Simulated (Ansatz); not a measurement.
# Se on Al(110): change of the work function, part 3 of 5

How does Se on the longbridge site change the work function of Al(110) as the layer fills?

Ansatz 0.2.0; plane-wave DFT, RPBE, Ansatz PAW (the session's first sound run).

So far, work function, upper face (eV): step 2 (the clean slab) 3.92; step 3 (46 atoms, coverage 0.111 ML, cell 3x3) 4.42.

### Step 4. Adsorbate added, k-mesh 4×5×1, coverage 0.25 ML

System of this step: Se/Al(110). The cell holds 21 atoms: 20 Al and 1 Se. Its edges and angles: a = 8.100 Å, b = 5.728 Å, c = 25.200 Å, α = 90.0°, β = 90.0°, γ = 90.0°. Vacuum lies along c.

Another coverage, to see how the dipoles act on each other as their distance changes.

File input.yaml:

```yaml
crystal:
  lattice:
    - [8.1, 0.0, 0.0]
    - [0.0, 5.7275649276, 0.0]
    - [0.0, 0.0, 25.20047635]
  atoms:
    - { symbol: Al, position: [0.0, 0.0, 0.3571361063] }
    - { symbol: Al, position: [0.25, 0.25, 0.4139561128] }
    - { symbol: Al, position: [0.0, 0.0, 0.4704452044] }
    - { symbol: Al, position: [0.25, 0.25, 0.5290770404] }
    - { symbol: Al, position: [0.0, 0.0, 0.5826467911] }
    - { symbol: Al, position: [0.0, 0.5, 0.3571361063] }
    - { symbol: Al, position: [0.25, 0.75, 0.4139561128] }
    - { symbol: Al, position: [0.0, 0.5, 0.4704452044] }
    - { symbol: Al, position: [0.25, 0.75, 0.5290770404] }
    - { symbol: Al, position: [0.0, 0.5, 0.5826467911] }
    - { symbol: Al, position: [0.5, 0.0, 0.3571361063] }
    - { symbol: Al, position: [0.75, 0.25, 0.4139561128] }
    - { symbol: Al, position: [0.5, 0.0, 0.4704452044] }
    - { symbol: Al, position: [0.75, 0.25, 0.5290770404] }
    - { symbol: Al, position: [0.5, 0.0, 0.5826467911] }
    - { symbol: Al, position: [0.5, 0.5, 0.3571361063] }
    - { symbol: Al, position: [0.75, 0.75, 0.4139561128] }
    - { symbol: Al, position: [0.5, 0.5, 0.4704452044] }
    - { symbol: Al, position: [0.75, 0.75, 0.5290770404] }
    - { symbol: Al, position: [0.5, 0.5, 0.5826467911] }
    - { symbol: Se, position: [0.25, 0.0, 0.6428638937] }
kpoints:
  mp_grid: { grid: [4, 5, 1] }
hamiltonian:
  xc: rpbe
scf:
  occupations: { method: fermi_dirac, width: 0.1 }
  convergence: { dr2_threshold: 1.0e-08 }
efield:
  axis: 3
  dipole_correction: true
  ramp_position: 0.97
  ramp_width: 0.06
relax:
  f_tol: 0.02
  max_steps: 60
  constraints: [{ sites: [0, 1, 5, 6, 10, 11, 15, 16] }]
output:
  bader: true
  dos: { projected: true, e_range: [-8, 4] }
  write_potential: true
  write_density: true
  volumetric_format: npy
  elf: true
```

On the command line:

```bash
ansatz run input.yaml --threads 4 --pin off --max-ram 6144MiB --backend cpu --events-out ev --progress --plain --runs-dir out
```

What it wrote:

```text
[...]
Crystal: 21 atoms, lattice volume = 1169.133 Å³
Basis set: ecut = 420 eV, 22917 PW (Γ), exchange–correlation on 120×80×360 points (8 copies of the dense FFT grid, shifted against one another)
Bands: 59, of which v1, the nominal top of the filled ones, is band 38 counted from 1 (37 counted from 0)
Symmetry: 4 space group operations
[...]
k-points: 9 of 20
[...]
SCF iter   1: F=—  HF=-16279.986302 eV  |F-HF|=—  |Δ(HF+E_count)|=         —  Δρ=1.57e-3  dr2=4.77e-2  ethr=1.77e-3  p=-0.161 e·Å  D=-2.50e-2 V/Å  ΔV_dip=0.63 eV  dr2_dipole=1.13e-3  V_vac-E_F(+/−)=4.49/3.86 eV  ⟨swp⟩=9.3  Hψ=3031  notcnv=0  defer=1
[...]
SCF iter   8: F=-16279.982150 eV  HF=-16279.982150 eV  |F-HF|=1.03e-8  |Δ(HF+E_count)|=   6.47e-8  Δρ=3.29e-7  dr2=3.19e-9  ethr=1.32e-11  p=-0.142 e·Å  D=-2.21e-2 V/Å  ΔV_dip=0.56 eV  dr2_dipole=8.74e-11  V_vac-E_F(+/−)=4.53/3.98 eV  ⟨swp⟩=16.7  Hψ=3862  notcnv=0
SCF 1 converged in 8 iterations: F = -16279.982150 eV  dr2 = 3.19e-9
[...]
relax step   1: F+E_penalty+E_count = -16279.98214975 eV  Δ(F+E_penalty+E_count) = +0.000e0 eV  max|allowed force component| = 3.462e-1 eV/Å  Δτ_max = 0.0000 Å  (8 SCF iters, accepted)
[...]
SCF iter   8: F=-16280.145467 eV  HF=-16280.145467 eV  |F-HF|=9.88e-9  |Δ(HF+E_count)|=   7.02e-8  Δρ=2.79e-7  dr2=1.59e-9  ethr=1.32e-11  p=-0.176 e·Å  D=-2.72e-2 V/Å  ΔV_dip=0.69 eV  dr2_dipole=5.08e-11  V_vac-E_F(+/−)=4.67/3.98 eV  ⟨swp⟩=15.4  Hψ=3754  notcnv=0
SCF 2 converged in 8 iterations: F = -16280.145467 eV  dr2 = 1.59e-9
relax step   2: F+E_penalty+E_count = -16280.14546734 eV  Δ(F+E_penalty+E_count) = -1.633e-1 eV  max|allowed force component| = 3.507e-1 eV/Å  Δτ_max = 0.1950 Å  (8 SCF iters, accepted)
[...]
SCF iter   8: F=-16280.282005 eV  HF=-16280.282005 eV  |F-HF|=1.12e-8  |Δ(HF+E_count)|=   4.64e-8  Δρ=3.29e-7  dr2=2.29e-9  ethr=1.32e-11  p=-0.195 e·Å  D=-3.02e-2 V/Å  ΔV_dip=0.76 eV  dr2_dipole=1.01e-10  V_vac-E_F(+/−)=4.75/3.98 eV  ⟨swp⟩=14.9  Hψ=3776  notcnv=0
SCF 3 converged in 8 iterations: F = -16280.282005 eV  dr2 = 2.29e-9
relax step   3: F+E_penalty+E_count = -16280.28200489 eV  Δ(F+E_penalty+E_count) = -1.365e-1 eV  max|allowed force component| = 2.630e-1 eV/Å  Δτ_max = 0.1942 Å  (8 SCF iters, accepted)
[...]
relax step   4: F+E_penalty+E_count = -16280.34505037 eV  Δ(F+E_penalty+E_count) = -6.305e-2 eV  max|allowed force component| = 2.744e-1 eV/Å  Δτ_max = 0.1932 Å  (8 SCF iters, accepted)
[...]
relax step   5: F+E_penalty+E_count = -16280.32382910 eV  Δ(F+E_penalty+E_count) = +2.122e-2 eV  max|allowed force component| = 1.493e-1 eV/Å  Δτ_max = 0.2000 Å  (8 SCF iters, rejected (line search))
[...]
relax step   6: F+E_penalty+E_count = -16280.36363488 eV  Δ(F+E_penalty+E_count) = -1.858e-2 eV  max|allowed force component| = 4.251e-2 eV/Å  Δτ_max = 0.0908 Å  (8 SCF iters, accepted)
[...]
relax step   7: F+E_penalty+E_count = -16280.36463907 eV  Δ(F+E_penalty+E_count) = -1.004e-3 eV  max|allowed force component| = 2.566e-2 eV/Å  Δτ_max = 0.0227 Å  (7 SCF iters, accepted)
SCF iter   1: F=—  HF=-16280.365081 eV  |F-HF|=—  |Δ(HF+E_count)|=         —  Δρ=1.51e-4  dr2=4.54e-4  ethr=7.63e-6  p=-0.219 e·Å  D=-3.39e-2 V/Å  ΔV_dip=0.86 eV  dr2_dipole=3.01e-7  V_vac-E_F(+/−)=4.82/3.97 eV  ⟨swp⟩=2.0  Hψ=1161  notcnv=0  defer=9
[...]
SCF iter   6: F=-16280.365300 eV  HF=-16280.365300 eV  |F-HF|=1.53e-8  |Δ(HF+E_count)|=   4.45e-8  Δρ=3.37e-7  dr2=2.56e-9  ethr=1.32e-11  p=-0.219 e·Å  D=-3.40e-2 V/Å  ΔV_dip=0.86 eV  dr2_dipole=9.52e-11  V_vac-E_F(+/−)=4.82/3.97 eV  ⟨swp⟩=12.6  Hψ=3711  notcnv=0
SCF 8 converged in 6 iterations: F = -16280.365300 eV  dr2 = 2.56e-9
relax step   8: F+E_penalty+E_count = -16280.36530037 eV  Δ(F+E_penalty+E_count) = -6.613e-4 eV  max|allowed force component| = 2.376e-3 eV/Å  Δτ_max = 0.0113 Å  (6 SCF iters, accepted)
[...]
SCF converged after 6 iterations
Free energy (F): -16280.365300 eV
[...]
Internal energy: -16280.095435 eV  (E = F + TS)
E sigma→0 (E₀):  -16280.230367 eV
Entropy (-TS):   -0.269866 eV (-12.851 meV/atom)
Fermi energy:    -0.527330 eV
Dipole field:    D = -0.033970 V/Å  (p = -0.219479 e·Å, saw-weighted, corrected)
Work function:   Φ+ = 4.8232 eV   Φ− = 3.9672 eV
[...]
--- Forces (eV/Å), atoms counted from 1 ---
  atom   1  Al    -0.00878427     0.00000000     0.17339527
  atom   2  Al     0.00000000    -0.05793086    -0.13918462
  atom   3  Al     0.00162379     0.00000000    -0.00002199
  atom   4  Al     0.00000000     0.00123250    -0.00065525
  atom   5  Al     0.00000382     0.00000000     0.00237618
  atom   6  Al    -0.00968823     0.00000000     0.14312424
  atom   7  Al     0.00000000     0.05793086    -0.13918462
  atom   8  Al     0.00153205     0.00000000     0.00043006
  atom   9  Al     0.00000000    -0.00123250    -0.00065525
  atom  10  Al    -0.00100877     0.00000000     0.00081711
  atom  11  Al     0.00878427     0.00000000     0.17339527
  atom  12  Al     0.00000000    -0.03485213    -0.18102363
  atom  13  Al    -0.00162379     0.00000000    -0.00002199
  atom  14  Al     0.00000000     0.00123461     0.00045660
  atom  15  Al    -0.00000382     0.00000000     0.00237618
  atom  16  Al     0.00968823     0.00000000     0.14312424
  atom  17  Al     0.00000000     0.03485213    -0.18102363
  atom  18  Al    -0.00153205     0.00000000     0.00043006
  atom  19  Al     0.00000000    -0.00123461     0.00045660
  atom  20  Al     0.00100877     0.00000000     0.00081711
  atom  21  Se     0.00000000     0.00000000     0.00059728
  max |Σ_I F_I| component: 2.52e-5 eV/Å
--- Band table (eV; the first three rows and the last of 9) ---
  k-point 0: bands = [... 34 lower, -1.5074, -1.4947, -1.2610, -1.1642, -1.0240, -0.3353, -0.0186, 0.1070, ... 17 higher]
  k-point 1: bands = [... 34 lower, -1.1658, -1.1046, -0.9871, -0.8986, -0.6768, -0.4488, -0.3758, -0.1431, ... 17 higher]
  k-point 2: bands = [... 34 lower, -0.7203, -0.5890, -0.5147, -0.3399, -0.3266, -0.1387, 0.2276, 0.2422, ... 17 higher]
  k-point 8: bands = [... 34 lower, -1.4245, -1.0507, -1.0206, -0.5386, -0.2813, -0.0800, 0.0318, 0.3258, ... 17 higher]
--- Relaxed structure (8 steps of the walk, 7 accepted, 0 SCFs on fresh bases) ---
  F+E_penalty+E_count = -16280.36530037 eV   max|allowed force component| = 2.376e-3 eV/Å
  atoms:
    - { symbol: Al, position: [0.0, 0.0, 0.357136] }
    - { symbol: Al, position: [0.25, 0.25, 0.413956] }
    - { symbol: Al, position: [-0.00660652, 0.0, 0.472670] }
    - { symbol: Al, position: [0.25, 0.251542, 0.524232] }
    - { symbol: Al, position: [0.050912, 0.0, 0.595877] }
    - { symbol: Al, position: [0.0, 0.5, 0.357136] }
    - { symbol: Al, position: [0.25, 0.75, 0.413956] }
    - { symbol: Al, position: [-0.010722, 0.5, 0.471016] }
    - { symbol: Al, position: [0.25, 0.748458, 0.524232] }
    - { symbol: Al, position: [0.00816579, 0.5, 0.581835] }
    - { symbol: Al, position: [0.5, 0.0, 0.357136] }
    - { symbol: Al, position: [0.75, 0.25, 0.413956] }
    - { symbol: Al, position: [0.506607, 0.0, 0.472670] }
    - { symbol: Al, position: [0.75, 0.239666, 0.537020] }
    - { symbol: Al, position: [0.449088, 0.0, 0.595877] }
    - { symbol: Al, position: [0.5, 0.5, 0.357136] }
    - { symbol: Al, position: [0.75, 0.75, 0.413956] }
    - { symbol: Al, position: [0.510722, 0.5, 0.471016] }
    - { symbol: Al, position: [0.75, 0.760334, 0.537020] }
    - { symbol: Al, position: [0.491834, 0.5, 0.581835] }
    - { symbol: Se, position: [0.25, 0.0, 0.668386] }
--- Bader charges: 21 sites ---
  site symbol  charge [e]  shift [e]
     0     Al      0.0399     0.0000
     1     Al     -0.0095     0.0000
     2     Al     -0.0278     0.0000
     3     Al     -0.1236     0.0005
     4     Al      0.7379     0.0005
     5     Al      0.0574     0.0000
     6     Al     -0.0095     0.0000
     7     Al     -0.1039     0.0004
     8     Al     -0.1236     0.0005
     9     Al     -0.0258     0.0003
    10     Al      0.0399     0.0000
    11     Al     -0.0191     0.0000
    12     Al     -0.0278     0.0000
    13     Al      0.1075     0.0000
    14     Al      0.7379     0.0005
    15     Al      0.0574     0.0000
    16     Al     -0.0191     0.0000
    17     Al     -0.1039     0.0004
    18     Al      0.1075     0.0000
    19     Al     -0.0258     0.0003
    20     Se     -1.2658     0.0001
  estimated error of the sums over rays = 4.9e-4 e
```

Run time: 2.4 min. Hardware: 4 threads of Arm Neoverse V2, shared host; peak memory 2.1 GiB; 9.4 min of CPU time.

The steps of the relaxation:

```
step  energy less that of the first step (eV)  largest force component (eV/Å)
   1                                   0.0000                          0.3462
   2                                  -0.1633                          0.3507
   3                                  -0.2999                          0.2630
   4                                  -0.3629                          0.2744
   5                                  -0.3417                          0.1493
   6                                  -0.3815                          0.0425
   7                                  -0.3825                          0.0257
   8                                  -0.3831                          0.0024
```

Relaxation step 5 was tried and not accepted.

Forces are held to the 4 operations that the program found; a distortion that breaks them can't arise in this run.

The atoms that moved most (Å):

```
atom      dx      dy      dz  length
Se21   0.000   0.000   0.643   0.643
 Al5   0.412   0.000   0.333   0.530
Al15  -0.412   0.000   0.333   0.530
Al14   0.000  -0.059   0.200   0.209
Al19   0.000   0.059   0.200   0.209
 Al9   0.000  -0.009  -0.122   0.122
 Al4   0.000   0.009  -0.122   0.122
Al18   0.087   0.000   0.014   0.088
```

The relaxed structure:

```cif
data_structure
_symmetry_space_group_name_H-M 'P 1'
_symmetry_Int_Tables_number 1
_cell_length_a 8.1000
_cell_length_b 5.7276
_cell_length_c 25.2005
_cell_angle_alpha 90.000
_cell_angle_beta 90.000
_cell_angle_gamma 90.000
_cell_volume 1169.13
loop_
_atom_site_label
_atom_site_type_symbol
_atom_site_fract_x
_atom_site_fract_y
_atom_site_fract_z
_atom_site_occupancy
Al1 Al 0.00000 0.00000 0.35714 1
Al2 Al 0.25000 0.25000 0.41396 1
Al3 Al 0.99339 0.00000 0.47267 1
Al4 Al 0.25000 0.25154 0.52423 1
Al5 Al 0.05091 0.00000 0.59588 1
Al6 Al 0.00000 0.50000 0.35714 1
Al7 Al 0.25000 0.75000 0.41396 1
Al8 Al 0.98928 0.50000 0.47102 1
Al9 Al 0.25000 0.74846 0.52423 1
Al10 Al 0.00817 0.50000 0.58184 1
Al11 Al 0.50000 0.00000 0.35714 1
Al12 Al 0.75000 0.25000 0.41396 1
Al13 Al 0.50661 0.00000 0.47267 1
Al14 Al 0.75000 0.23967 0.53702 1
Al15 Al 0.44909 0.00000 0.59588 1
Al16 Al 0.50000 0.50000 0.35714 1
Al17 Al 0.75000 0.75000 0.41396 1
Al18 Al 0.51072 0.50000 0.47102 1
Al19 Al 0.75000 0.76033 0.53702 1
Al20 Al 0.49183 0.50000 0.58184 1
Se21 Se 0.25000 0.00000 0.66839 1
```

This step gave:

| Quantity | Value |
| --- | --- |
| energy at zero smearing | -16280.2304 eV |
| work function, upper face | 4.823 eV |
| work function, lower face | 3.967 eV |
| dipole along the normal | -0.2195 e·Å |
| step between the vacuum levels | 0.8561 eV |

The density of states has structure finer than the step of the table below, so its rows give means over 0.25 eV. Peaks (eV: height): -4.030: 16.6, -3.820: 15.4, -1.080: 16.0, 0.180: 16.6, 0.540: 15.5, 0.780: 14.8, 0.960: 18.0.

Table of density of states by energy, zero at the Fermi level; means over each step:

```
energy (eV)  density of states (states/eV a cell)
      -7.75                                  3.70
      -7.50                                  6.26
      -7.25                                  2.83
      -7.00                                  4.09
      -6.75                                  4.14
      -6.50                                  4.18
      -6.25                                  5.44
      -6.00                                  7.05
      -5.75                                  5.27
      -5.50                                  6.19
      -5.25                                  8.85
      -5.00                                  5.79
      -4.75                                  6.18
      -4.50                                  5.22
      -4.25                                  6.44
      -4.00                                  6.13
      -3.75                                  10.9
      -3.50                                  8.72
      -3.25                                  8.50
      -3.00                                  7.11
      -2.75                                  8.20
      -2.50                                  10.3
      -2.25                                  10.0
      -2.00                                  10.1
      -1.75                                  7.98
      -1.50                                  9.07
      -1.25                                  10.5
      -1.00                                  11.8
      -0.75                                  8.71
      -0.50                                  9.71
      -0.25                                  6.53
       0.00                                  7.29
       0.25                                  8.31
       0.50                                  10.5
       0.75                                  13.5
       1.00                                  12.9
       1.25                                  10.5
       1.50                                  9.05
       1.75                                  9.63
```

Projected DOS per atom over height of the atomic layer and energy from the Fermi level. Layers: Al4 Al4 Al4 Al4 Al4 Se from below.

Ten even steps from '_' (0.03 states/eV) to '@' (1.75 states/eV), each cell a mean:
```
--..::..::..
--::::::::..
==--::----..
::::....::__
::......::..
::....::::--
::::::::::%%
::..::..::@@
::::..::::==
::::::::::++
::......::**
::......::**
::::::::::==
............
............
....::......
..........__
..........__
__......____
__......____
__......____
__......____
```
Columns: height of the atomic layer (Å) from 9 to 16.8 (not evenly spaced); rows upwards: energy from the Fermi level (eV) from -7.96 to 1.95.

Electrostatic potential energy in the ca plane at fractional y = 0.000, with atoms of Al and Se within 0.2 Å of it. With pseudopotentials it is smooth inside the atoms' cores, unlike the true potential.

Ten even steps from '0' (-18 eV) to '9' (4 eV), each cell a mean:
```
61142047611430478630015789999999999999999999
74100268740002688865567899999999999999999999
87545678864346788888888999999999999999999999
98877888887778877888999999999999999999999999
99998877788888777789999999999999999999999999
99998877788888777789999999999999999999999999
99888887788888877789999999999999999999999999
88766788876667888888889999999999999999999999
86211478752014788877678899999999999999999999
72011057620210588752136899999999999999999999
61254047612540477500103789999999999999999999
61132047620320577404411689999999999999999999
74100268751003687403412688899999999999999999
87544678876556788610004544689999999999999999
98888888888888888764355100058999999999999999
99998877788888777887773034117999999999999999
99998877788888777888873045217999999999999999
99888887788888778776664012038999999999999999
88766788877677888631125310379999999999999999
86312478863225787501203677899999999999999999
72011057730101677304511689999999999999999999
61254047611530477402302689999999999999999999
```
Columns run along c (16.0 Å, from fractional 0.31 to 0.95 of the cell; values clipped at the 3rd and 97th percentile), rows up along a (8.1 Å). Atoms in or near the plane, at fractional coordinates: Al at (0.36, 0.00), Al at (0.47, 0.99), Al at (0.60, 0.05), Al at (0.36, 0.50), Al at (0.47, 0.51), Al at (0.60, 0.45), Se at (0.67, 0.25).

Valence density in the ca plane at fractional y = 0.000, with atoms of Al and Se within 0.2 Å of it. It is the smooth field of the valence electrons, not physical close to the nuclei.

Ten steps, logarithmic in the rise over the least value, from '0' (0 e/Å³) to '9' (31 e/Å³), each cell a mean:
```
00000011110000000000000000000000000000000000
00000111110001100000000000000000000000000000
00001111111111100000000000000000000000000000
00000011100000111000000000000000000000000000
00000011100000111000000000000000000000000000
00000011100000111100000000000000000000000000
00000011100000111000000000000000000000000000
00000111111001100000000000000000000000000000
00001111111011100000000000000000000000000000
00000111110000100000000000000000000000000000
00000011110000000000000000000000000000000000
00000011110000100000000000000000000000000000
00000111110001100100001111000000000000000000
00001111011111101110011222110000000000000000
00000011000000011110112244310000000000000000
00000011000000011100112489621000000000000000
00000011000000011100012599631000000000000000
00000011000000011100112367421000000000000000
00000111000001111110011233210000000000000000
00001111111111101100011111100000000000000000
00000111110001100100001100000000000000000000
00000011110000000000000000000000000000000000
```
Columns run along c (16.0 Å, from fractional 0.31 to 0.95 of the cell), rows up along a (8.1 Å). Atoms in or near the plane, at fractional coordinates: Al at (0.36, 0.00), Al at (0.47, 0.99), Al at (0.60, 0.05), Al at (0.36, 0.50), Al at (0.47, 0.51), Al at (0.60, 0.45), Se at (0.67, 0.25).

ELF in the ca plane at fractional y = 0.000, with atoms of Al and Se within 0.2 Å of it. It is the smooth field of the valence electrons, not physical close to the nuclei.

Values, 12 rows by 16 columns, each cell a mean:
```
0.70 0.26 0.57 0.45 0.22 0.50 0.52 0.57 0.40 0.07 0.02 0.00 0.00 0.00 0.00 0.00
0.61 0.62 0.60 0.56 0.51 0.58 0.53 0.51 0.23 0.02 0.00 0.00 0.00 0.00 0.00 0.00
0.18 0.39 0.56 0.42 0.31 0.64 0.62 0.22 0.04 0.00 0.00 0.00 0.00 0.00 0.00 0.00
0.28 0.45 0.57 0.46 0.37 0.63 0.59 0.27 0.07 0.01 0.00 0.00 0.00 0.00 0.00 0.00
0.70 0.58 0.61 0.57 0.47 0.56 0.52 0.61 0.30 0.03 0.00 0.00 0.00 0.00 0.00 0.00
0.66 0.23 0.55 0.39 0.18 0.49 0.47 0.39 0.42 0.11 0.03 0.01 0.00 0.00 0.00 0.00
0.69 0.26 0.58 0.46 0.25 0.55 0.38 0.19 0.61 0.43 0.20 0.04 0.00 0.00 0.00 0.00
0.58 0.61 0.61 0.51 0.52 0.57 0.57 0.36 0.79 0.74 0.55 0.11 0.01 0.00 0.00 0.00
0.16 0.40 0.58 0.38 0.33 0.53 0.52 0.46 0.60 0.55 0.72 0.18 0.01 0.00 0.00 0.00
0.25 0.46 0.59 0.41 0.37 0.54 0.55 0.48 0.67 0.64 0.70 0.17 0.01 0.00 0.00 0.00
0.67 0.56 0.62 0.54 0.51 0.57 0.52 0.26 0.78 0.69 0.45 0.08 0.01 0.00 0.00 0.00
0.66 0.24 0.55 0.41 0.19 0.52 0.36 0.18 0.52 0.31 0.13 0.02 0.00 0.00 0.00 0.00
```
Columns run along c (16.0 Å, from fractional 0.31 to 0.95 of the cell), rows up along a (8.1 Å). Atoms in or near the plane, at fractional coordinates: Al at (0.36, 0.00), Al at (0.47, 0.99), Al at (0.60, 0.05), Al at (0.36, 0.50), Al at (0.47, 0.51), Al at (0.60, 0.45), Se at (0.67, 0.25).

The relaxation took 8 steps and lowered the energy by 0.38 eV; the largest force on the free atoms ends at 0.0024 eV/Å.

By hand: a sheet of dipoles makes a step −p/(ε₀A) in the electron's potential. With e/ε₀ = 180.95 V·Å, p = -0.2195 e·Å and A = 46.39 Å², that is −180.95 × (-0.2195) / 46.39 = +0.856 eV, and the two vacuum levels of the run differ by +0.856 eV.

The covered face has 4.82 eV, +0.91 eV against the clean one; the bare back face has moved by +0.05 eV, a measure of how thin the slab is.

[end of part 3 of 5]

[Long decimals in the printed logs are rounded to 6 places.]

[Logs are printed without paths, hosts, clocks, repeated set-up lines and the standing remarks that a program may print on its own settings, such as how far it seeks lower states.]

[Hosts, paths, dates, database ids (printed as entryN), source tags and the programs' standing remarks are cut or masked in the printed files.]

[Maps of the electrostatic potential energy from Ansatz leave out the sawtooth potential of an applied field or a dipole correction, so their vacuum need not be flat; planar profiles and work functions include it.]
